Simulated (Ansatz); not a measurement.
# Lattice dynamics of NbTe2 monolayer (1T), part 2 of 2

Wanted: phonon frequencies of NbTe2 monolayer (1T) and what follows from them.

Ansatz 0.2.0; DFT PBEsol, scalar-relativistic, plane waves, PAW; PAW set soft_1.

So far. Step 4 (Tight relaxation): The largest force component left is 0.20 meV/Å, within the tolerances set. Step 5 (Linear response at the zone centre): Before it was imposed, the acoustic sum rule was missed by 5.6e-5 eV/Å². Small misses are needed for a sound result but don't prove that mesh and cutoff are converged. The lowest optical mode is real, 105 cm⁻¹.

## (6) The dispersion

Stability and thermal properties need the whole zone. Linear response on a 6×6×1 q mesh gives force constants as far as a supercell of that size would.

input.yaml

```yaml
crystal:
  lattice:
    - [3.5838147352, 0.0, 0.0]
    - [-1.7919073676, 3.1036746032, 0.0]
    - [0.0, 0.0, 30.424]
  atoms:
    - { symbol: Nb, position: [0.0, 0.0, 0.328687878] }
    - { symbol: Te, position: [0.3333333333, 0.6666666667, 0.3898498279] }
    - { symbol: Te, position: [0.6666666667, 0.3333333333, 0.2675259281] }
  periodic: [true, true, false]
kpoints:
  mp_grid: { grid: [18, 18, 1] }
hamiltonian:
  xc: pbesol
  pseudopotentials: { kind: paw, azcp: { folder: soft_1 }, xc_functional: pbe }
scf:
  occupations: { method: methfessel_paxton, width: 0.2 }
output:
  eigenvalues: true
phonons:
  method: dfpt
  qmesh: [6, 6, 1]
  temperatures: { t_max: 1000, t_step: 50 }
  qpath:
    path:
      - [0.0, 0.0, 0.0]
      - [0.5, 0.0, 0.0]
      - [0.33333333, 0.33333333, 0.0]
      - [0.0, 0.0, 0.0]
    npoints: 10
```

Run with:

```console
$ ansatz run input.yaml --threads 4 --pin off --max-ram 16384MiB --backend cpu --events-out ev --progress --plain --runs-dir out
```

Wall time 42 min (4 threads of Arm Neoverse V1, shared host); peak memory 5.8 GiB; 2.8 h of CPU time.

This step gave:

| Property | Result |
| --- | --- |
| sum-rule residual before enforcement | 1.53e-4 eV/Å² |
| lowest frequency on the path | -96.68 cm⁻¹ |
| highest frequency on the path or at a solved wavevector | 280.3 cm⁻¹ |
| lowest mode on the q mesh (acoustic modes at Γ apart) | -89.9 cm⁻¹ |

Frequencies (cm⁻¹) solved at each irreducible wavevector; negative means imaginary. Frequencies by wavevector, by row:

```
q in reciprocal lattice units  star  mode 1  mode 2  mode 3  mode 4  mode 5  mode 6  mode 7  mode 8  mode 9
                        0 0 0     1       0       0       0   104.8   104.8   154.8   165.2   165.2   280.3
                   0 0.1667 0     6   -89.9   -16.6    23.3   100.5   107.1     120   134.5   169.3   262.9
                   0 0.3333 0     6    22.5    63.4      64   110.2   132.2   134.8   142.4   184.3   236.3
                     0 -0.5 0     3    82.9    86.3    88.2   117.9     130   142.5   148.3   187.2   221.6
              0.1667 0.1667 0     6   -64.3   -16.5    53.2   118.8   119.4   131.3   133.7   185.8   241.2
              0.1667 0.3333 0    12    45.5    77.3      81   126.1   127.2   144.4   158.3   191.6   216.6
              0.3333 0.3333 0     2    71.2    71.2    82.3   133.7   133.7   143.3   183.3   183.3   204.7
```

Interpolated from a 6×6×1 q mesh. The phonon branches at the labelled points (cm⁻¹):

```
  point  branch 1  branch 2  branch 3  branch 4  branch 5  branch 6  branch 7  branch 8  branch 9
      Γ         0         0         0       105       105       155       165       165       280
halfway       -84        30        44       108       122       130       130       173       249
      M        83        86        88       118       130       142       148       187       222
halfway        58        79        85       127       127       145       164       189       212
      K        71        71        82       134       134       143       183       183       205
halfway       -64       -16        53       119       119       131       134       186       241
      Γ         0         0         0       105       105       155       165       165       280
```

Tetrahedra on a 24×24×1 mesh, mean over bins of 5 cm-1. Interpolated from a 6×6×1 q mesh. Phonon density of states against wavenumber; read off at these points:

```
wavenumber (cm⁻¹)  phonon density of states (1/cm⁻¹/cell)
              -98                                  3.9e-4
              -88                                  0.0071
              -78                                 0.00736
              -68                                 0.00722
              -58                                 0.00629
              -48                                 0.00755
              -38                                 0.00671
              -28                                 0.00709
              -18                                  0.0103
               -8                                 0.00838
                8                                 0.00642
               18                                 0.00817
               28                                  0.0101
               38                                  0.0143
               48                                  0.0193
               58                                  0.0326
               68                                  0.0329
               78                                  0.0827
               88                                  0.0198
               98                                 0.00502
              108                                  0.0496
              118                                  0.0687
              128                                   0.153
              138                                   0.044
              142                                   0.107
              148                                  0.0520
              158                                  0.0177
              168                                  0.0265
              172                                  0.0326
              178                                  0.0189
              188                                  0.0733
              192                                  0.0569
              202                                  8.1e-4
              212                                  0.0182
              222                                  0.0288
              232                                  0.0156
              242                                  0.0121
              252                                  0.0097
              262                                 0.00745
              272                                 0.00562
              282                                  7.0e-5
```

The partial phonon density of states has structure finer than the step of the table below, so its rows give means over 10 cm⁻¹, whole bins alone (the curve runs from -106 to 299 cm⁻¹). Peaks (cm⁻¹: height): Nb -9.4: 0.00789, 41.5: 0.0125, 77.2: 0.0264, 128.1: 0.0184, 189.2: 0.0406, 219.8: 0.0193; Te 79.7: 0.0497, 128.1: 0.115, 143.4: 0.0838, 171.4: 0.0248, 189.2: 0.0305.

Phonopy on the run's constants, 19x19x1 mesh, Gaussian sigma 2.9 cm-1. Interpolated from a 6×6×1 q mesh. Partial phonon density of states against wavenumber; means over each step; values in 1/cm⁻¹/cell:

```
wavenumber (cm⁻¹)       Nb       Te
             -100  0.00112   3.2e-4
              -90  0.00485  0.00146
              -80  0.00557  0.00204
              -70  0.00476  0.00177
              -60  0.00587  0.00238
              -50  0.00462  0.00232
              -40  0.00530  0.00314
              -30  0.00537  0.00402
              -20  0.00353  0.00363
              -10  0.00591  0.00629
                0  0.00223  0.00422
               10  0.00125  0.00301
               20  0.00113  0.00334
               30  0.00346  0.00594
               40   0.0102   0.0119
               50  0.00877   0.0119
               60   0.0130   0.0176
               70   0.0163   0.0266
               80   0.0234   0.0451
               90  0.00548   0.0114
              100   5.2e-4   0.0135
              110  0.00271   0.0464
              120  0.00814   0.0717
              130   0.0144   0.0946
              140  0.00504   0.0669
              150  0.00544   0.0416
              160  0.00565   0.0118
              170  0.00815   0.0196
              180  0.00977   0.0133
              190   0.0303   0.0231
              200  0.00576  0.00361
              210   0.0116  0.00425
              220   0.0177  0.00618
              230   0.0134  0.00463
              240  0.00963  0.00336
              250  0.00758  0.00267
              260  0.00588  0.00209
              270  0.00443  0.00159
              280  0.00192   7.0e-4
              290   4.1e-5   1.4e-5
```

Symmetry leaves 7 wavevectors to solve. The lowest mode among them, the acoustic zeros apart, lies at q = (0, 0.167, 0) and is imaginary, 89.9i cm⁻¹, so the energy falls along it. Between them the interpolated path dips to 97i cm⁻¹.

## (7) Another isotope

An isotope changes the mass and not the force constants, so no new electronic calculation is needed; the shifts show which modes move this element.

The same force constants with the mass of Te changed from 127.600 to 129.906 u (phonopy, no LO-TO term). Both lists are sorted by frequency; levels can cross, so a row need not hold one and the same mode. Modes under 3 cm⁻¹ are left out. Isotope shifts, by row:

```
         q  rank  natural mass (cm⁻¹)  changed mass (cm⁻¹)
     0 0 0     4                104.8                103.9
     0 0 0     5                104.8                103.9
     0 0 0     6                154.8                153.4
     0 0 0     7                165.2                164.9
     0 0 0     8                165.2                164.9
     0 0 0     9                280.3                279.6
0 0.1667 0     1                -89.9               -89.73
0 0.1667 0     2               -16.56               -16.48
0 0.1667 0     3                23.33                23.18
0 0.1667 0     4                100.5                99.62
0 0.1667 0     5                107.1                106.2
0 0.1667 0     6                  120                  119
0 0.1667 0     7                134.5                133.9
0 0.1667 0     8                169.3                168.1
0 0.1667 0     9                262.9                262.3
0 0.3333 0     1                 22.5                 22.4
0 0.3333 0     2                 63.4                62.98
0 0.3333 0     3                   64                63.68
0 0.3333 0     4                110.2                109.3
0 0.3333 0     5                132.2                131.5
0 0.3333 0     6                134.8                133.7
0 0.3333 0     7                142.4                141.1
0 0.3333 0     8                184.3                183.5
0 0.3333 0     9                236.3                235.8
  0 -0.5 0     1                82.94                82.39
  0 -0.5 0     2                86.34                85.78
  0 -0.5 0     3                88.22                87.69
  0 -0.5 0     4                117.9                116.8
  0 -0.5 0     5                  130                129.7
  0 -0.5 0     6                142.5                141.2
  0 -0.5 0     7                148.3                  147
  0 -0.5 0     8                187.2                186.6
  0 -0.5 0     9                221.6                221.1
```

A mode of this element alone would shift by -0.89 %. The highest zone-centre frequency without the field goes from 280.3 to 279.6 cm⁻¹ (-0.2 %). The product of the frequency ratios over all optical modes at Γ is 0.967; the product rule, (m/m′)^(3k/2) (M′/M)^(3/2) with k = 2 such atoms and M the mass of the cell, gives 0.967.

## (8) Outcome

```
space group after relaxation (within 0.01 Å)            : P-3m1
area per atom                                           : 3.71 Å²
electronic character                                    : no gap on this mesh
highest optical mode at the zone centre (no LO-TO term) : 280 cm⁻¹
lowest optical zone-centre mode                         : 105 cm⁻¹
lowest mode on the q mesh (acoustic modes at Γ apart)   : -89.9 cm⁻¹
highest frequency on the path or at a solved wavevector : 280 cm⁻¹
imaginary modes on the 6×6×1 q mesh                     : yes
```

Modes are clearly imaginary (beyond 10i cm⁻¹) at 2 of the 7 irreducible wavevectors, most at q = (0, 0.167, 0) (89.9i cm⁻¹), so this structure is not a minimum of the energy. The optical modes at Γ span 105 to 280 cm⁻¹. The highest mode in this list at Γ, 280.3 cm⁻¹, is mostly motion of Nb (73 % of the kinetic energy). With no gap, or one that is small against the smearing, the frequencies hang on the k mesh and the smearing, most of all near Kohn anomalies. The phonon runs are without spin polarisation, although the cell has an odd electron count. In a sheet or slab the interpolated bending branch near Γ is rough, since the rotational sum rule isn't imposed. Spin-orbit coupling is left out, which can matter for the heavy elements here. The PAW files were made for PBE and serve the other functionals too. A phonon run warned that its eigensolver left some bands unconverged in a pass. The starting cell was built on a prototype and not taken from a measurement. These are harmonic frequencies at zero temperature: anharmonic shifts, linewidths and thermal expansion are left out.

[Logs are printed without paths, hosts, clocks, repeated set-up lines and the standing remarks that a program may print on its own settings, such as how far it seeks lower states.]

[Hosts, paths, dates, database ids (printed as entryN), source tags and the programs' standing remarks are cut or masked in the printed files.]
